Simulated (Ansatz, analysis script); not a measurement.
## Magnetovolume effects in a free-standing triangular Pt monolayer, spacing 2.603 Å

How do the moments of a free-standing triangular Pt monolayer, spacing 2.603 Å answer to compression and expansion?

Calculated with Ansatz 0.2.0; PBE, PAW set soft_1.

### 1. Starting point

The cell holds 1 atom: 1 Pt. Cell: a = 2.603 Å, b = 2.603 Å, c = 14.000 Å, α = 90.0°, β = 90.0°, γ = 120.0°. An idealised lattice of chosen spacing, in vacuum. Vacuum lies along c.

### 2. The collinear state

A collinear run comes first: it shows whether moments survive, and how large they are.

Contents of input.yaml:

```yaml
crystal:
  lattice:
    - [2.603, 0.0, 0.0]
    - [-1.3015, 2.254264, 0.0]
    - [0.0, 0.0, 14.0]
  atoms:
    - { symbol: Pt, position: [0.0, 0.0, 0.5], spin: 0.6 }
magnetization:
  spin_polarized: true
kpoints:
  mp_grid: { grid: [19, 19, 1] }
hamiltonian:
  xc: pbe
  pseudopotentials: { kind: paw, azcp: { folder: soft_1 } }
scf:
  occupations: { method: fermi_dirac, width: 0.05 }
  max_iter: 120
  convergence: { dr2_threshold: 1.0e-08 }
  lower_state_search: "off"
output:
  write_density: true
  write_potential: true
  elf: true
  volumetric_format: npy
```

On the command line:

```console
> ansatz run input.yaml --threads 2 --pin off --max-ram 5120MiB --backend cpu --events-out ev --progress --plain --runs-dir out
```

Numbers of over 12 decimals in the logs are rounded to 6 here.

What it wrote:

```text
Engine: ansatz 0.2.0, x86_64-unknown-linux-gnu
Pseudopotentials: kind: paw
Pseudopotential: Pt, paw, valence charge 18, recommended cutoff 420 eV (normal), soft_1/Pt.paw.azcp
Functional definition: PBE
  parameter kappa = 0.804
  parameter beta = 0.066725
  exchange = pbe_x(kappa = kappa, mu = beta*pi^2/3)
  correlation = pbe_c(beta = beta)
Crystal: 1 atoms, lattice volume = 82.150 Å³
Basis set: ecut = 420 eV, 1637 PW (Γ)
Bands: 14, of which v1, the nominal top of the filled ones, is band 9 counted from 1 (8 counted from 0)
Symmetry: 24 space group operations
Space group: P6/mmm (ITA 191), of the structure as read, at distance tolerance 4.3e-5 Å
Magnetic group: BNS 191.233 (UNI 1463), of the structure as read, at distance tolerance 4.3e-5 Å
k-points: 40 of 361
Non-local potential: Pt, projectors of the file, l = 0: 3, l = 1: 2, l = 2: 2, l = 3: 1
PAW form: soft (Blöchl's): semilocal exchange-correlation on the pseudo side does not see the compensation charge
PAW one-centre angular grid: Pt, 590 points (default); XC on 64 Gauss nodes
Initial density: superposition of atomic densities (neutral atoms: chi_scale 0, normalization atom)
Starting moments: Σ|m| = 0.6 μB on 1 of 1 site
Initial wavefunctions: pseudopotential atomic-orbital guess
Functional: x = pbe(κ = 0.804, μ = 0.219515), c = pbe(β = 0.066725)
SCF iter   1: F=—  HF=-12524.267419 eV  |F-HF|=—  |Δ(HF+E_count)|=         —  Δρ=2.94e-2 (↑2.94e-2 ↓1.81e-2)  dr2=1.52e0  dr2_m=8.18e-2  M=0.248 μB ∫|m|=0.262 μB  β_m=0.30  ethr=3.10e-3  ⟨swp⟩=6.5  Hψ=6638  notcnv=0
preconditioner: auto → LDOS  [metal: Δε(μ)=0.089 eV  Ē_g=9.861 eV  σ=0.050 eV  W_gap=0.42  n_scr=8 (ndim 8)  ℏωp=13.0 eV  f_vac=0.702  D(μ)=1.36/eV (n_scr^D=6)]
spin=Collinear: LDOS preconditioning applied to the charge; magnetization (m = ρ↑ − ρ↓) channel mixes plain (no charge-response kernel on spin).
SCF iter   2: F=—  HF=-12523.926085 eV  |F-HF|=—  |Δ(HF+E_count)|=   3.41e-1  Δρ=1.52e-2 (↑1.52e-2 ↓1.11e-2)  dr2=3.07e-1  dr2_m=3.60e-2  M=0.274 μB ∫|m|=0.280 μB  β_m=0.30  ethr=3.10e-3  ⟨swp⟩=2.7  Hψ=2541  notcnv=0  defer=42
SCF iter   3: F=—  HF=-12523.855010 eV  |F-HF|=—  |Δ(HF+E_count)|=   7.11e-2  Δρ=7.62e-3 (↑5.49e-3 ↓7.62e-3)  dr2=1.62e-2  dr2_m=2.21e-2  M=0.254 μB ∫|m|=0.256 μB  β_m=0.30  ethr=1.70e-3  ⟨swp⟩=2.2  Hψ=1811  notcnv=0  defer=42
SCF iter   4: F=—  HF=-12523.863101 eV  |F-HF|=—  |Δ(HF+E_count)|=   8.09e-3  Δρ=4.71e-3 (↑4.71e-3 ↓4.22e-3)  dr2=2.21e-3  dr2_m=1.42e-2  M=0.229 μB ∫|m|=0.232 μB  β_m=0.30  ethr=9.03e-5  ⟨swp⟩=2.7  Hψ=2362  notcnv=0  defer=42
SCF iter   5: F=—  HF=-12523.865555 eV  |F-HF|=—  |Δ(HF+E_count)|=   2.45e-3  Δρ=3.59e-3 (↑3.45e-3 ↓3.59e-3)  dr2=3.11e-4  dr2_m=9.19e-3  M=0.210 μB ∫|m|=0.212 μB  β_m=0.30  ethr=1.23e-5  ⟨swp⟩=2.2  Hψ=1788  notcnv=0  defer=42
SCF iter   6: F=—  HF=-12523.866914 eV  |F-HF|=—  |Δ(HF+E_count)|=   1.36e-3  Δρ=2.87e-3 (↑2.87e-3 ↓2.78e-3)  dr2=2.36e-5  dr2_m=6.00e-3  M=0.194 μB ∫|m|=0.195 μB  β_m=0.30  ethr=1.73e-6  ⟨swp⟩=2.6  Hψ=1999  notcnv=0  defer=42
SCF iter   7: F=—  HF=-12523.867863 eV  |F-HF|=—  |Δ(HF+E_count)|=   9.49e-4  Δρ=2.42e-3 (↑2.31e-3 ↓2.42e-3)  dr2=1.66e-5  dr2_m=4.20e-3  M=0.177 μB ∫|m|=0.179 μB  β_m=0.30  ethr=1.31e-7  ⟨swp⟩=3.2  Hψ=2420  notcnv=0  defer=42
SCF iter   8: F=—  HF=-12523.868500 eV  |F-HF|=—  |Δ(HF+E_count)|=   6.37e-4  Δρ=2.01e-3 (↑2.01e-3 ↓2.01e-3)  dr2=7.95e-7  dr2_m=3.03e-3  M=0.163 μB ∫|m|=0.164 μB  β_m=0.30  ethr=9.20e-8  ⟨swp⟩=2.7  Hψ=1971  notcnv=0  defer=42
SCF iter   9: F=—  HF=-12523.868995 eV  |F-HF|=—  |Δ(HF+E_count)|=   4.94e-4  Δρ=1.73e-3 (↑1.73e-3 ↓1.73e-3)  dr2=5.31e-7  dr2_m=2.26e-3  M=0.149 μB ∫|m|=0.150 μB  β_m=0.30  ethr=4.42e-9  ⟨swp⟩=3.0  Hψ=2208  notcnv=0  defer=41
Mixer restart at iter 9: flushing history
spin-set hold released at iteration 9 (site moments contracting): the magnetisation degrees of freedom join the quasi-Newton model from the next iteration; the mixer history was flushed
SCF iter  10: F=—  HF=-12523.869384 eV  |F-HF|=—  |Δ(HF+E_count)|=   3.90e-4  Δρ=1.52e-3 (↑1.51e-3 ↓1.52e-3)  dr2=1.13e-6  dr2_m=1.72e-3  M=0.137 μB ∫|m|=0.138 μB  β_m=0.33  ethr=2.95e-9  ⟨swp⟩=3.0  Hψ=2187  notcnv=0  defer=41
SCF iter  11: F=—  HF=-12523.870460 eV  |F-HF|=—  |Δ(HF+E_count)|=   1.08e-3  Δρ=8.94e-4 (↑8.80e-4 ↓8.94e-4)  dr2=4.14e-7  dr2_m=5.93e-4  M=0.092 μB ∫|m|=0.093 μB  β_m=0.74  ethr=2.95e-9  ⟨swp⟩=4.6  Hψ=3080  notcnv=0  defer=40
SCF iter  12: F=—  HF=-12523.871257 eV  |F-HF|=—  |Δ(HF+E_count)|=   7.97e-4  Δρ=2.13e-4 (↑2.13e-4 ↓1.62e-4)  dr2=4.56e-6  dr2_m=2.50e-5  M=0.022 μB ∫|m|=0.022 μB  β_m=0.83  ethr=2.30e-9  ⟨swp⟩=5.1  Hψ=3423  notcnv=0  defer=40
SCF iter  13: F=—  HF=-12523.871309 eV  |F-HF|=—  |Δ(HF+E_count)|=   5.21e-5  Δρ=6.39e-5 (↑2.08e-5 ↓6.39e-5)  dr2=2.52e-6  dr2_m=5.74e-7  M=0.002 μB ∫|m|=0.002 μB  β_m=0.73  ethr=2.30e-9  ⟨swp⟩=5.0  Hψ=3413  notcnv=0  defer=41
SCF iter  14: F=—  HF=-12523.871309 eV  |F-HF|=—  |Δ(HF+E_count)|=   7.35e-7  Δρ=1.54e-5 (↑1.54e-5 ↓9.51e-6)  dr2=6.96e-8  dr2_m=9.71e-8  M=-0.000 μB ∫|m|=0.000 μB  β_m=0.87  ethr=2.30e-9  ⟨swp⟩=2.5  Hψ=2116  notcnv=0  defer=41
iter 15 did not close the SCF: its close was put off for a magnetic moment that had not settled (scf_convergence_deferred on its scf_iter line)
SCF iter  15: F=-12523.871310 eV  HF=-12523.871309 eV  |F-HF|=1.67e-8  |Δ(HF+E_count)|=   1.11e-7  Δρ=3.95e-6 (↑3.95e-6 ↓3.33e-6)  dr2=2.42e-9  dr2_m=9.14e-9  M=-0.000 μB ∫|m|=0.000 μB  β_m=0.93  ethr=5.56e-11  ⟨swp⟩=6.6  Hψ=5032  notcnv=0
iter 16 did not close the SCF: its close was put off for a magnetic moment that had not settled (scf_convergence_deferred on its scf_iter line)
SCF iter  16: F=-12523.871310 eV  HF=-12523.871310 eV  |F-HF|=2.67e-10  |Δ(HF+E_count)|=   2.14e-8  Δρ=1.23e-6 (↑7.52e-7 ↓1.23e-6)  dr2=2.41e-9  dr2_m=1.85e-10  M=-0.000 μB ∫|m|=0.000 μB  β_m=0.79  ethr=1.35e-11  ⟨swp⟩=3.0  Hψ=4765  notcnv=0
SCF iter  17: F=-12523.871310 eV  HF=-12523.871310 eV  |F-HF|=2.00e-11  |Δ(HF+E_count)|=   1.82e-9  Δρ=1.08e-7 (↑1.08e-7 ↓1.05e-7)  dr2=5.24e-12  dr2_m=6.11e-12  M=-0.000 μB ∫|m|=0.000 μB  ethr=1.34e-11  ⟨swp⟩=1.7  Hψ=3569  notcnv=0
WARN: the starting moments were not kept: the SCF closed with an absolute magnetisation of 8.2e-6 μB, where they sum to 0.6 μB in size (1 site). That is at most 0.1 of that sum. Measured as dr2_m measures the in/out step, that magnetisation stands 1.9e-11 eV from none, at or under the dr2_threshold of 1.0e-8 eV: it is no larger than a step whose dr2_m would equal this threshold. The system may hold no moment; this SC [...]
SCF 1 converged in 17 iterations: F = -12523.871310 eV  dr2 = 5.24e-12
  greatest PAW one-centre occupation: 1.000 electrons in one spin orbital (limit 2), on the Pt atom at site 0 (counted from 0), in its partial waves of l = 0
WARN: The output density's exchange-correlation potential varies sharply where the density is thin. Do not read a vacuum level from v_tot or v_xc, or from such a field of the output density. On a cell that repeats whose density bears no net charge and no dipole along the vacuum's axis use v_es (v_loc + v_h of the components); under efield.dipole_correction with no amplitude use v_es + v_field, which holds any externa [...]
SCF converged after 17 iterations
Magnetization: -0.0000 μB (9.0000 up, 9.0000 down)
Absolute magnetization: 0.0000 μB (∫|ρ↑−ρ↓|, with the PAW one-centre terms)
Spin contamination: 0.0000 ħ² per cell (⟨S²⟩ above its minimum at these occupations)
Per-site moments (μB) at R_I (Å): [(-6.086894986140033e-6, 1.073737)]
Free energy (F): -12523.871310 eV
Harris-Foulkes:  -12523.871310 eV  (|F-HF|=2.00e-11)
Internal energy: -12523.854032 eV  (E = F + TS)
E sigma→0 (E₀):  -12523.862671 eV
Entropy (-TS):   -0.017277 eV (-17.277 meV/atom)
Fermi energy:    -1.150844 eV
--- Per-component energies (eV) ---
  E_band       = -553.149443
  E_kinetic    = 595.588022
  E_local      = -10556.530195  (includes V_loc(G=0)·N_el)
  E_nonlocal   = 204.106328
  E_hartree    = 4896.236837
  E_xc         = -231.215921
  E_vxc        = -269.736006  (∫ρ·V_xc dr)
  E_paw        = -9484.412856  (= ΣΔE_a)
  E_vpaw       = -319.052234  (= ΣTr[D̂ρ^β])
  E_aug_tail   = 0.001095  (compensation charges beyond the density's cutoff)
  E_ewald      = 2052.372659
  E_smearing   = -0.017277  (= −TS)
  E_closure    = 0.000000  (closes the sum)
  Σ components = -12523.871310   (vs F -12523.871310, Δ=0.00e0)
--- Band table (eV; the first three rows and the last of 80) ---
  k-point 0 ↑: bands = [... 5 lower, -4.1630, -4.1630, -3.3714, -0.7120, -0.7120, 0.6154, 4.9704, 5.8934, ... 1 higher]
  k-point 1 ↑: bands = [... 5 lower, -4.2360, -4.0661, -3.3296, -1.0937, -0.7372, 1.0044, 5.0492, 5.9936, ... 1 higher]
  k-point 2 ↑: bands = [... 5 lower, -4.4244, -3.7799, -3.2067, -1.7741, -0.8094, 1.7167, 5.2853, 6.2887, ... 1 higher]
  k-point 39 ↓: bands = [... 5 lower, -4.0273, -3.9837, -3.5394, -1.5630, 6.3312, 8.1179, 9.5661, 10.4753, ... 1 higher]
```

It took 19 s on 2 threads of Intel Xeon at 2.50GHz (Skylake/Cascade Lake), shared host; peak memory 0.38 GiB.

Reading the cycles: dr2 is the Hartree energy of the density residual (eV), the measure of convergence; HF is the Harris–Foulkes estimate of the energy, which meets the free energy F at convergence.

The spin moment in the atom's sphere vanishes on all atoms.

The run ends non-magnetic, with a net moment of 0 μB a cell. The run left the order that was typed.

Valence density in the ca plane at fractional y = 0.000, with atoms of Pt within 0.2 Å of it. It is the smooth field of the valence electrons, not physical close to the nuclei.

Values in units of 1e0 e/Å³, 5 rows by 16 columns, each cell a mean:
```
0.0 0.0 0.0 0.0 0.0 0.0 0.2 4.5 6.3 0.5 0.0 0.0 0.0 0.0 0.0 0.0
0.0 0.0 0.0 0.0 0.0 0.0 0.1 1.0 1.3 0.2 0.0 0.0 0.0 0.0 0.0 0.0
0.0 0.0 0.0 0.0 0.0 0.0 0.1 0.4 0.5 0.1 0.0 0.0 0.0 0.0 0.0 0.0
0.0 0.0 0.0 0.0 0.0 0.0 0.1 1.9 2.7 0.3 0.0 0.0 0.0 0.0 0.0 0.0
0.0 0.0 0.0 0.0 0.0 0.0 0.2 5.7 7.8 0.6 0.0 0.0 0.0 0.0 0.0 0.0
```
Columns run along c (14.0 Å), rows up along a (2.6 Å). Atoms in or near the plane, at fractional coordinates: Pt at (0.50, 0.00).

ELF in the ca plane at fractional y = 0.000, with atoms of Pt within 0.2 Å of it. It is the smooth field of the valence electrons, not physical close to the nuclei.

Ten even steps from '0' (0.00) to '9' (0.60), each cell a mean:
```
0000000000000124679999875310000000000000
0000000000000013567888654210000000000000
0000000000000012345565442100000000000000
0000000000000001234444432100000000000000
0000000000000001344454432100000000000000
0000000000000012456777553200000000000000
0000000000000024578999865310000000000000
0000000000000124689999976310000000000000
```
Columns run along c (14.0 Å), rows up along a (2.6 Å). Atoms in or near the plane, at fractional coordinates: Pt at (0.50, 0.00).

### 3. The same state on a denser mesh

Levels at the Fermi energy are partly filled, so moments and energy differences can hang on the k-mesh, and the state is solved again on a denser one.

input.yaml, the sections that differ from step 2:

```yaml
kpoints:
  mp_grid: { grid: [24, 24, 1] }
basis:
  ecutwfc: 420.0
# crystal, magnetization, hamiltonian, scf: as in step 2
# output: removed
```

What it wrote:

```text
[...]
Crystal: 1 atoms, lattice volume = 82.150 Å³
Basis set: ecut = 420 eV, 1637 PW (Γ)
Bands: 14, of which v1, the nominal top of the filled ones, is band 9 counted from 1 (8 counted from 0)
Symmetry: 24 space group operations
[...]
k-points: 61 of 576
[...]
Starting moments: Σ|m| = 0.6 μB on 1 of 1 site
[...]
SCF converged after 15 iterations
Magnetization: -0.0000 μB (9.0000 up, 9.0000 down)
Absolute magnetization: 0.0000 μB (∫|ρ↑−ρ↓|, with the PAW one-centre terms)
[...]
Per-site moments (μB) at R_I (Å): [(-5.986774285536733e-6, 1.073737)]
Free energy (F): -12523.881612 eV
[...]
Internal energy: -12523.869269 eV  (E = F + TS)
E sigma→0 (E₀):  -12523.875441 eV
Entropy (-TS):   -0.012342 eV (-12.342 meV/atom)
Fermi energy:    -1.097513 eV
[...]
```

The job ended after 17 s (2 threads; peak memory 0.38 GiB).

The spin moment in the atom's sphere vanishes on all atoms.

The run ends non-magnetic, with a net moment of 0 μB a cell, against 0 μB on the first mesh.

The cell's area in the plane is scaled by the factor named; fractional positions stay, and energies count from the lowest run.

### 4. Factor 0.8, typed moments

Three starts at each size show whether high-spin, low-spin and non-magnetic states coexist. One mesh, built for the smallest cell, and one cutoff serve all sizes, so that energies can be subtracted.

input.yaml, the sections that differ from step 3:

```yaml
crystal:
  lattice:
    - [2.32819398, 0.0, 0.0]
    - [-1.16409699, 2.01627502, 0.0]
    - [0.0, 0.0, 14.0]
  atoms:
    - { symbol: Pt, position: [0.0, 0.0, 0.5], spin: 0.6 }
kpoints:
  mp_grid: { grid: [26, 26, 1] }
output:
  stress: true
# magnetization, hamiltonian, scf, basis: as in step 3
```

On the command line:

```console
> ansatz run input.yaml --threads 1 --pin off --max-ram 2560MiB --backend cpu --events-out ev --progress --plain --runs-dir out
```

What it wrote:

```text
Warning: crystal.lattice misses the space group found at crystal.symmetry.tolerance 1.0e-5 in a digit that the deck types, which is why this is a warning: making the lattice exact moves one of its numbers by a whole unit of that number's last typed decimal, or more. The operation that it misses by the most changes a squared length by the fraction 9.59e-8. The run uses the lattice that is a stretch of the typed one, w [...]
Warning: output.stress: scf.convergence.dr2_threshold = 1e-8 eV is looser than the 1e-10 eV advised for a printed stress (1e-10 eV for each atom of the cell: 1). What an SCF threshold leaves in a stress goes as its square root, and in the free energy as the threshold itself, and one threshold admits the most on a small cell: [figures from the program's tests cut] Set scf.convergence.dr2_threshold to 1e-10 eV or tighter. The threshold is an SCF's pass mark: one that does not reach it within its budget of iterations ends unconverged, or closes short of it on a stop that the run arms, and scf.convergence.dr2_threshold's page says what that costs each kind of run
[...]
Crystal: 1 atoms, lattice volume = 65.720 Å³
Basis set: ecut = 420 eV, 1259 PW (Γ)
Bands: 14, of which v1, the nominal top of the filled ones, is band 9 counted from 1 (8 counted from 0)
Symmetry: 24 space group operations
[...]
k-points: 70 of 676
[...]
Starting moments: Σ|m| = 0.6 μB on 1 of 1 site
[...]
SCF iter   1: F=—  HF=-12522.522778 eV  |F-HF|=—  |Δ(HF+E_count)|=         —  Δρ=3.08e-2 (↑3.08e-2 ↓1.80e-2)  dr2=9.22e-1  dr2_m=1.16e-1  M=0.158 μB ∫|m|=0.170 μB  β_m=0.30  ethr=3.10e-3  ⟨swp⟩=7.1  Hψ=12786  notcnv=0
[...]
SCF iter  13: F=-12522.306837 eV  HF=-12522.306837 eV  |F-HF|=1.82e-12  |Δ(HF+E_count)|=   2.46e-9  Δρ=2.37e-7 (↑1.25e-7 ↓2.37e-7)  dr2=3.02e-11  dr2_m=1.32e-11  M=-0.000 μB ∫|m|=0.000 μB  ethr=1.00e-12  ⟨swp⟩=1.9  Hψ=6763  notcnv=0
[...]
SCF 1 converged in 13 iterations: F = -12522.306837 eV  dr2 = 3.02e-11
[...]
SCF converged after 13 iterations
Magnetization: -0.0000 μB (9.0000 up, 9.0000 down)
Absolute magnetization: 0.0000 μB (∫|ρ↑−ρ↓|, with the PAW one-centre terms)
[...]
Per-site moments (μB) at R_I (Å): [(3.225634989159924e-7, 0.960380)]
Free energy (F): -12522.306837 eV
[...]
Internal energy: -12522.301103 eV  (E = F + TS)
E sigma→0 (E₀):  -12522.303970 eV
Entropy (-TS):   -0.005735 eV (-5.735 meV/atom)
Fermi energy:    0.744106 eV
[...]
--- Stress (GPa, compression-positive) ---
       40.140512       0.000000      -0.000000
        0.000000      40.140512       0.000000
       -0.000000       0.000000      -0.000647
  P = ⅓ Tr σ = 26.7601 GPa (267.601 kbar)
```

The job ended after 20 s (1 thread; peak memory 0.38 GiB).

It ends non-magnetic, with 0 μB on the largest site.

### 5. Factor 0.8, starting moments cut to 30 %

The density is converged from the given moments; the state reached depends on that start.

Edit input.yaml of step 4 so:

```diff
@@ -6,3 +6,3 @@
   atoms:
-    - { symbol: Pt, position: [0.0, 0.0, 0.5], spin: 0.6 }
+    - { symbol: Pt, position: [0.0, 0.0, 0.5], spin: 0.18 }
 magnetization:
```

What it wrote:

```text
[...]
Crystal: 1 atoms, lattice volume = 65.720 Å³
Basis set: ecut = 420 eV, 1259 PW (Γ)
Bands: 14, of which v1, the nominal top of the filled ones, is band 9 counted from 1 (8 counted from 0)
Symmetry: 24 space group operations
[...]
k-points: 70 of 676
[...]
Internal energy: -12522.301103 eV  (E = F + TS)
E sigma→0 (E₀):  -12522.303970 eV
Entropy (-TS):   -0.005735 eV (-5.735 meV/atom)
Fermi energy:    0.744098 eV
[...]
--- Stress (GPa, compression-positive) ---
       40.140502       0.000000      -0.000000
        0.000000      40.140502       0.000000
       -0.000000       0.000000      -0.000644
  P = ⅓ Tr σ = 26.7601 GPa (267.601 kbar)
[key lines of the parts left out:]
SCF converged after 13 iterations
Magnetization: -0.0000 μB (9.0000 up, 9.0000 down)
Free energy (F): -12522.306837 eV
```

Wall time 18 s (1 thread); peak memory 0.38 GiB.

It ends non-magnetic, with 0 μB on the largest site.

### 6. Factor 0.94, typed moments

A self-consistent run from these starting moments shows which magnetic state they lead to.

input.yaml, the sections that differ from step 5:

```yaml
crystal:
  lattice:
    - [2.52370213, 0.0, 0.0]
    - [-1.26185107, 2.18559004, 0.0]
    - [0.0, 0.0, 14.0]
  atoms:
    - { symbol: Pt, position: [0.0, 0.0, 0.5], spin: 0.6 }
# magnetization, kpoints, hamiltonian, scf, basis, output: as in step 5
```

What it wrote:

```text
[...]
Crystal: 1 atoms, lattice volume = 77.221 Å³
Basis set: ecut = 420 eV, 1529 PW (Γ)
Bands: 14, of which v1, the nominal top of the filled ones, is band 9 counted from 1 (8 counted from 0)
Symmetry: 24 space group operations
[...]
k-points: 70 of 676
[...]
Internal energy: -12523.779456 eV  (E = F + TS)
E sigma→0 (E₀):  -12523.783816 eV
Entropy (-TS):   -0.008721 eV (-8.721 meV/atom)
Fermi energy:    -0.690760 eV
[...]
--- Stress (GPa, compression-positive) ---
        6.762215       0.000000       0.000000
        0.000000       6.762215       0.000000
        0.000000       0.000000      -0.000530
  P = ⅓ Tr σ = 4.5080 GPa (45.080 kbar)
[key lines of the parts left out:]
SCF converged after 15 iterations
Magnetization: -0.0000 μB (9.0000 up, 9.0000 down)
Free energy (F): -12523.788177 eV
```

It took 27 s on 1 thread; peak memory 0.4 GiB.

It ends non-magnetic, with 0 μB on the largest site.

(Continued in part 2 of 2.)

[Logs and program files are shortened in this print: banners, set-up blocks, solver, clock and traceback lines can be left out without a mark of their own.]

[Logs are printed without paths, hosts, clocks, repeated set-up lines and the standing remarks that a program may print on its own settings, such as how far it seeks lower states.]

[Hosts, paths, dates, database ids (printed as entryN), source tags and the programs' standing remarks are cut or masked in the printed files.]

[Where the input sets lower_state_search to off, the program did not look for lower states, so one may exist.]
